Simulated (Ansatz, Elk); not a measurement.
**How far do independent atoms describe BaCrS3?**

Structure refinements treat a crystal as free atoms side by side. For a made-up structure of BaCrS3 (cell and positions from a PBE relaxation) the runs below show what the calculated density changes in F(hkl).

Main program and level: Elk 11.2.3 (patched build); DFT, PBE, all-electron APW+lo, Dirac cores, scalar-relativistic bands, static density, ferromagnetic start.

The structure was built from a prototype and need not be the compound's stable phase.

**1. The structure**

It takes space group Pm-3m (No. 221, cubic). The conventional cell has a = 4.752 Å, b = 4.752 Å, c = 4.752 Å, α = 90.00°, β = 90.00°, γ = 90.00°. Ba has 12 S at 3.36 Å nearest. Nearest to Cr lie 6 S at 2.38 Å. Nearest to S lie 2 Cr at 2.38 Å and 4 Ba at 3.36 Å. Farther neighbours and most contacts between anions are not listed.

Coordinates:

```cif
data_structure
_symmetry_space_group_name_H-M 'P 1'
_symmetry_Int_Tables_number 1
_cell_length_a 4.7522
_cell_length_b 4.7522
_cell_length_c 4.7522
_cell_angle_alpha 90.000
_cell_angle_beta 90.000
_cell_angle_gamma 90.000
_cell_volume 107.32
loop_
_atom_site_label
_atom_site_type_symbol
_atom_site_fract_x
_atom_site_fract_y
_atom_site_fract_z
_atom_site_occupancy
Ba1 Ba 0.00000 0.00000 0.00000 1
Cr2 Cr 0.50000 0.50000 0.50000 1
S3 S 0.50000 0.50000 0.00000 1
S4 S 0.50000 0.00000 0.50000 1
S5 S 0.00000 0.50000 0.50000 1
```

**2. Ground state and structure factors**

An all-electron density is needed, since X-rays see the cores too. Task 0 finds the density and task 195 Fourier-transforms it; tshift is off so that phases refer to the origin typed.

Contents of elk.in:

```
tasks
  0
  195
  196

xctype
  20

spinpol
  .true.

rgkmax
  7.0

gmaxvr
  14.0

lmaxo
  7

lmaxapw
  8

swidth
  0.002

tshift
  .false.

ramdisk
  .false.

hmaxvr
  5.5

maxscl
  120

epspot
  1e-06

reducebf
  0.8

sppath
  './'

avec
  8.98043782029 -0.00000000000 -0.00000000000
  -0.00000000000 8.98043782029 -0.00000000000
  -0.00000000000 -0.00000000000 8.98043782029

atoms
  3
  'Ba.in'
  1
  -0.0000000000 0.0000000000 -0.0000000000   0.000000 0.000000 0.000000
  'Cr.in'
  1
  0.5000000000 0.5000000000 0.5000000000   0.000000 0.000000 -0.115000
  'S.in'
  3
  0.5000000000 0.5000000000 0.0000000000   0.000000 0.000000 0.000000
  0.5000000000 -0.0000000000 0.5000000000   0.000000 0.000000 0.000000
  0.0000000000 0.5000000000 0.5000000000   0.000000 0.000000 0.000000

ngridk
  4 4 4
```

Run with:

```
OMP_NUM_THREADS=4 elk
```

Numbers of over 12 decimals in the logs are rounded to 6 here.

The log of the run:

```text
┌─────────────────────────┐
│ Elk code version 11.2.3 │
└─────────────────────────┘

All units are atomic (Hartree, Bohr, etc.)

┌─────────────────────────────────────────────────┐
│ Ground-state run starting from atomic densities │
└─────────────────────────────────────────────────┘

Lattice vectors :
   8.980437820      -0.000000000      -0.000000000
  -0.000000000       8.980437820      -0.000000000
  -0.000000000      -0.000000000       8.980437820

Reciprocal lattice vectors :
  0.6996524482       0.000000000       0.000000000
   0.000000000      0.6996524482       0.000000000
   0.000000000       0.000000000      0.6996524482

Unit cell volume      :    724.2567152
Brillouin zone volume :   0.3424893525

Muffin-tin inner radius fraction :   0.1000000000E-01

Nuclei treated as point charges

Species : 1 (Ba)
 parameters loaded from : Ba.in
 name : barium
 nuclear charge    :   -56.00000000
 electronic charge :    56.00000000
 atomic mass :    250331.8071
 muffin-tin radius :    2.800000000
 number of radial points in muffin-tin :   1393
 inner part over the whole radius :   0.9950032293E-02
 number on inner part of muffin-tin    :    996
 approximate nuclear radius :   0.9171481901E-04
 number of mesh points to nuclear radius :    504
 atomic positions (lattice), magnetic fields (Cartesian) :
  1 :   0.00000000  0.00000000  0.00000000    0.00000000  0.00000000  0.00000000

Species : 2 (Cr)
 parameters loaded from : Cr.in
 name : chromium
 nuclear charge    :   -24.00000000
 electronic charge :    24.00000000
 atomic mass :    94783.09202
 muffin-tin radius :    2.316635953
 number of radial points in muffin-tin :    993
 inner part over the whole radius :   0.9961623545E-02
 number on inner part of muffin-tin    :    699
 approximate nuclear radius :   0.6987106690E-04
 number of mesh points to nuclear radius :    329
 atomic positions (lattice), magnetic fields (Cartesian) :
  1 :   0.50000000  0.50000000  0.50000000    0.00000000  0.00000000 -0.11500000

Species : 3 (S)
 parameters loaded from : S.in
 name : sulphur
 nuclear charge    :   -16.00000000
 electronic charge :    16.00000000
 atomic mass :    58450.91931
 muffin-tin radius :    2.123582957
 number of radial points in muffin-tin :    793
 inner part over the whole radius :   0.9996636372E-02
 number on inner part of muffin-tin    :    554
 approximate nuclear radius :   0.6195814986E-04
 number of mesh points to nuclear radius :    251
 atomic positions (lattice), magnetic fields (Cartesian) :
  1 :   0.50000000  0.50000000  0.00000000    0.00000000  0.00000000  0.00000000
  2 :   0.50000000  0.00000000  0.50000000    0.00000000  0.00000000  0.00000000
  3 :   0.00000000  0.50000000  0.50000000    0.00000000  0.00000000  0.00000000

Total number of atoms per unit cell :    5
Total muffin-tin volume :    264.3733367
 ratio of muffin-tin to unit cell volume :   0.3650271115

Spin treatment :
 spin-polarised
 global magnetic field (Cartesian) :    0.000000000       0.000000000       0.000000000
 collinear magnetisation in z-direction

Number of Bravais lattice symmetries :   48
Number of crystal symmetries         :   48
Crystal has inversion symmetry
Real symmetric eigensolver will be used

k-point grid :      4     4     4
k-point offset :    0.000000000       0.000000000       0.000000000
k-point set is reduced with full crystal symmetry group
Total number of k-points :       10

Muffin-tin radius times maximum |G+k| :    7.000000000
 using average radius
Maximum |G+k| for APW functions       :    3.046820537
Maximum (1/2)|G+k|²                   :    4.641557693
Maximum |G| for potential and density :    14.00000000
Constant for pseudocharge density :   10
 order of it for each species :   17  17  17
 order of it for pair densities of each species (exact exchange by exxq0 0: 18) :   14  10   8
Radial integration step length :    1

G-vector grid sizes :     42    42    42
Number of G-vectors :    33401

Maximum angular momentum used for
[...]
Absolute change in total energy (target)   :    1.307602033     (  0.1000000000E-03)

[... loops 3 to 21 left out ...]

┌──────────────────┐
│ Loop number : 22 │
└──────────────────┘

Energies :
 Fermi                       :     0.223954
 sum of occupied eigenvalues :     -6288.7412266158
 electron kinetic            :      10954.004246686
 core electron kinetic       :      10549.017351172
 Coulomb                     :     -21017.857441145
 Coulomb potential           :     -16820.851623520
 nuclear-nuclear             :     -1064.2083289646
 electron-nuclear            :     -23105.272647873
 Hartree                     :      3151.6235356926
 Madelung                    :     -12607.431629385
 xc potential                :     -421.76554990909
 xc effective B-field        :    -0.128289
 external B-field            :      0.000000
 exchange                    :     -318.14734311487
 correlation                 :     -6.033298
 electron entropic           :    -0.20295841141564E-02
 total energy                :     -10388.035865108
 (external B-field energy excluded from total)

Density of states at Fermi energy :    162.8480280
 (states/Hartree/unit cell)

Estimated indirect band gap :   0.8665491847E-03
 from k-point 10 to k-point 5
Estimated direct band gap   :   0.7037899641E-02
 at k-point 4

Charges :
 core                        :    76.00000000
 valence                     :    52.00000000
 interstitial                :    8.960687533
 muffin-tins (core leakage)
  species : 1 (Ba)
[...]
species : 2 (Cr)
[...]
species : 3 (S)
[...]
total in muffin-tins        :    119.0393125
 total calculated charge     :    127.9988607
 total charge                :    128.0000000
 error                       :   0.1139318956E-02

Moments :
 interstitial                :   0.1471372077
 muffin-tins
  species : 1 (Ba)
[...]
species : 2 (Cr)
[...]
species : 3 (S)
[...]
total in muffin-tins        :    2.226729271
 total moment                :    2.373866479

RMS change in Kohn-Sham potential (target) :   0.4652660273E-06 (  0.1000000000E-05)
Absolute change in total energy (target)   :   0.3108300007E-04 (  0.1000000000E-03)

Convergence targets achieved

┌──────────────────┐
│ Loop number : 23 │
└──────────────────┘

Energies :
 Fermi                       :     0.223955
 sum of occupied eigenvalues :     -6288.7412335171
 electron kinetic            :      10954.004245580
 core electron kinetic       :      10549.017355615
 Coulomb                     :     -21017.857433497
 Coulomb potential           :     -16820.851637390
 nuclear-nuclear             :     -1064.2083289646
 electron-nuclear            :     -23105.272618706
 Hartree                     :      3151.6235141730
 Madelung                    :     -12607.431614802
 xc potential                :     -421.76554589146
 xc effective B-field        :    -0.128289
 external B-field            :      0.000000
 exchange                    :     -318.14734181106
 correlation                 :     -6.033298
 electron entropic           :    -0.20295927078442E-02
 total energy                :     -10388.035857282
 (external B-field energy excluded from total)

Density of states at Fermi energy :    162.8485811
 (states/Hartree/unit cell)

Estimated indirect band gap :   0.8665024605E-03
 from k-point 10 to k-point 5
Estimated direct band gap   :   0.7037890975E-02
 at k-point 4

Charges :
 core                        :    76.00000000
 valence                     :    52.00000000
 interstitial                :    8.960688132
 muffin-tins (core leakage)
  species : 1 (Ba)
[...]
species : 2 (Cr)
[...]
species : 3 (S)
   atom 1                    :    14.29973591     (  0.1168802786E-03)
   atom 2                    :    14.29973591     (  0.1168802786E-03)
   atom 3                    :    14.29973591     (  0.1168802786E-03)
 total in muffin-tins        :    119.0393119
 total calculated charge     :    127.9988607
 total charge                :    128.0000000
 error                       :   0.1139318940E-02

Moments :
 interstitial                :   0.1471372512
 muffin-tins
  species : 1 (Ba)
[...]
species : 2 (Cr)
[...]
species : 3 (S)
   atom 1                    :  -0.7832238482E-01
   atom 2                    :  -0.7832238482E-01
   atom 3                    :  -0.7832238482E-01
 total in muffin-tins        :    2.226725037
 total moment                :    2.373862288

┌──────────────────────────────┐
│ Self-consistent loop stopped │
└──────────────────────────────┘

Warning : core states of species 3 leak from the muffin-tin :   0.1168802786E-03

Wrote STATE.OUT
```

Run time: 2 min. Hardware: 4 threads of Arm Neoverse V1, shared host; peak memory 0.47 GiB.

SFACRHO.OUT:

```text

h k l indices transformed by vhmat matrix:
   1.000000000       0.000000000       0.000000000    
   0.000000000       1.000000000       0.000000000    
   0.000000000       0.000000000       1.000000000    

      h      k      l  multipl.   |H|            Re(F)            Im(F)           |F|

      0      0      0      1   0.0000000       128.00000     -0.11580158E-15   128.00000    
      0     -1      0      6  0.69965245       15.344126     -0.48518047E-14   15.344126    
     -1      0      1     12  0.98945798       54.943343     -0.20783647E-14   54.943343    
      1      1      1      8   1.2118336       62.391511     -0.16339790E-14   62.391511    
      0      0     -2      6   1.3993049       94.140967      0.10181864E-13   94.140967    
     -1      0     -2     24   1.5644704       15.330169     -0.85378718E-14   15.330169    
     -1      1     -2     24   1.7137915       47.301057     -0.64914490E-15   47.301057    
      2      2      0     12   1.9789160       80.694995     -0.16247650E-13   80.694995    
      2     -2      1     24   2.0989573       14.647047      0.28143307E-14   14.647047    
      0      0      3      6   2.0989573       14.540809      0.67346319E-13   14.540809    
     -3      1      0     24   2.2124953       42.310847      0.84029235E-14   42.310847    
     -1     -1     -3     24   2.3204847       47.646256      0.70578070E-14   47.646256    
      2     -2     -2      8   2.4236672       73.030556      0.74234891E-14   73.030556    
     -2     -3      0     24   2.5226328       13.916976     -0.65152037E-13   13.916976    
     -2      1      3     48   2.6178598       38.592510     -0.21609312E-13   38.592510    
      4      0      0      6   2.7986098       67.704679     -0.13681836E-13   67.704679    
      3      2     -2     24   2.8847409       13.376861      0.58269701E-13   13.376861    
     -4      0     -1     24   2.8847409       13.369138     -0.88320619E-14   13.369138
```

Elk indexes on the primitive cell of elk.in and gives |H| = 4π sin θ/λ in inverse bohr. Below, one row stands for each form hkl of the conventional cell (m members, Friedel mates merged), F is for one primitive cell and the density is static (no thermal factor). Free-atom factors are Waasmaier and Kirfel's, and R is Σm||F|−|F'||/Σm|F|.

```
hkl   m  sin θ/λ (Å⁻¹)  abs F, DFT  neutral atoms   diff.
100   6          0.105      15.344         15.148  +0.196
110  12          0.149      54.943         55.365  -0.422
111   8          0.182      62.392         61.667  +0.724
200   6          0.210      94.141         94.331  -0.189
210  24          0.235      15.330         15.049  +0.282
211  24          0.258      47.301         47.517  -0.215
220  12          0.298      80.695         80.983  -0.288
221  24          0.316      14.647         14.469  +0.178
300   6          0.316      14.541         14.469  +0.072
310  24          0.333      42.311         42.316  -0.005
311  24          0.349      47.646         47.739  -0.093
222   8          0.364      73.031         73.155  -0.124
320  24          0.379      13.917         13.932  -0.015
321  48          0.394      38.593         38.568  +0.025
```

**3. The magnetisation density**

The same run holds the spin density, and task 196 transforms it. The order is that of the start, and no other was tried.

SFACMAG_1.OUT:

```text

h k l indices transformed by vhmat matrix:
   1.000000000       0.000000000       0.000000000    
   0.000000000       1.000000000       0.000000000    
   0.000000000       0.000000000       1.000000000    

      h      k      l  multipl.   |H|            Re(F)            Im(F)           |F|

      0      0      0      1   0.0000000       2.3738624      0.16444130E-18   2.3738624    
      0     -1      0      6  0.69965245      -2.1445970     -0.19885751E-15   2.1445970    
     -1      0      1     12  0.98945798       2.0072386     -0.94576455E-16   2.0072386    
      1      1      1      8   1.2118336      -1.8792822      0.58467346E-15   1.8792822    
      0      0     -2      6   1.3993049       1.3804834      0.27540193E-15   1.3804834    
     -1      0     -2     24   1.5644704      -1.3039461     -0.42640535E-15   1.3039461    
     -1      1     -2     24   1.7137915       1.2312919      0.25889253E-15   1.2312919    
      2      2      0     12   1.9789160      0.93050482     -0.40644159E-15  0.93050482    
      2     -2      1     24   2.0989573     -0.89087327      0.12508627E-15  0.89087327    
      0      0      3      6   2.0989573     -0.69707276      0.17122401E-14  0.69707276    
     -3      1      0     24   2.2124953      0.68198069      0.81035532E-15  0.68198069    
     -1     -1     -3     24   2.3204847     -0.66165512     -0.17057788E-14  0.66165512    
      2     -2     -2      8   2.4236672      0.68771291      0.16296986E-15  0.68771291    
     -2     -3      0     24   2.5226328     -0.55447575     -0.13712715E-14  0.55447575    
     -2      1      3     48   2.6178598      0.53819419     -0.62960295E-15  0.53819419    
      4      0      0      6   2.7986098      0.33567758     -0.82981501E-16  0.33567758
```

The total moment is 2.37 μB a cell; sphere moments: Ba1 +0.01, Cr2 +2.45, S3 -0.08, S4 -0.08, S5 -0.08 μB. Polarised neutrons measure spin and orbital magnetisation together; without spin-orbit coupling the run gives the spin part:

```
hkl  sin θ/λ (Å⁻¹)  abs F_M (μB)
100          0.105         2.145
110          0.149         2.007
111          0.182         1.879
200          0.210         1.381
210          0.235         1.304
211          0.258         1.231
220          0.298         0.930
221          0.316         0.891
300          0.316         0.697
310          0.333         0.682
311          0.349         0.662
222          0.364         0.688
320          0.379         0.554
321          0.394         0.538
```

**4. The highest occupied states alone**

An energy window below the Fermi level keeps the highest occupied states, to see at which angles they scatter; shallow core shells can lie inside it and anion s states outside. No new self-consistency is needed.

elk.in: that of step 2 with these lines changed.

```diff
@@ -1,5 +1,3 @@
 tasks
-  0
   195
-  196
 
@@ -44,2 +42,5 @@
 
+wsfac
+  -0.327290 0.523950
+
 sppath
```

Run with:

```
OMP_NUM_THREADS=4 elk
```

The log of the run:

```text
┌─────────────────────────────────┐
│ Elk code version 11.2.3 started │
└─────────────────────────────────┘

Info(readinput): the functional depends on the density's gradient
 muffin-tin radial points multiplied by    2.00000
 (not where nrmtscf is given)

┌────────────────────┐
│ Current task : 195 │
└────────────────────┘
Info(checkmt): changed muffin-tin radius of species 2 (Cr) from   2.4000 to   2.3166
Info(checkmt): changed muffin-tin radius of species 3 (S) from   2.2000 to   2.1236

Info(sfacrho): density structure factors written to SFACRHO.OUT

 Energy window :  -0.3272900000      0.5239500000

┌──────────────────┐
│ Elk code stopped │
└──────────────────┘
```

It took 15 s on 4 threads; peak memory 0.25 GiB; 18 s of CPU time.

States within 15 eV below the Fermi level hold 32.00 electrons; any levels below the window count with the cores. Their amplitudes can exceed the total, where window and core parts have opposite phase:

```
hkl  sin θ/λ (Å⁻¹)  abs F, window  abs F, all
100          0.105          3.998      15.344
110          0.149          2.929      54.943
111          0.182          6.069      62.392
200          0.210          7.974      94.141
210          0.235          2.030      15.330
211          0.258          1.405      47.301
220          0.298          2.041      80.695
221          0.316          1.334      14.647
300          0.316          1.435      14.541
310          0.333          0.906      42.311
```

[end of part 1 of 2]

[Logs are printed without paths, hosts, clocks, repeated set-up lines and the standing remarks that a program may print on its own settings, such as how far it seeks lower states.]

[Hosts, paths, dates, database ids (printed as entryN), source tags and the programs' standing remarks are cut or masked in the printed files.]
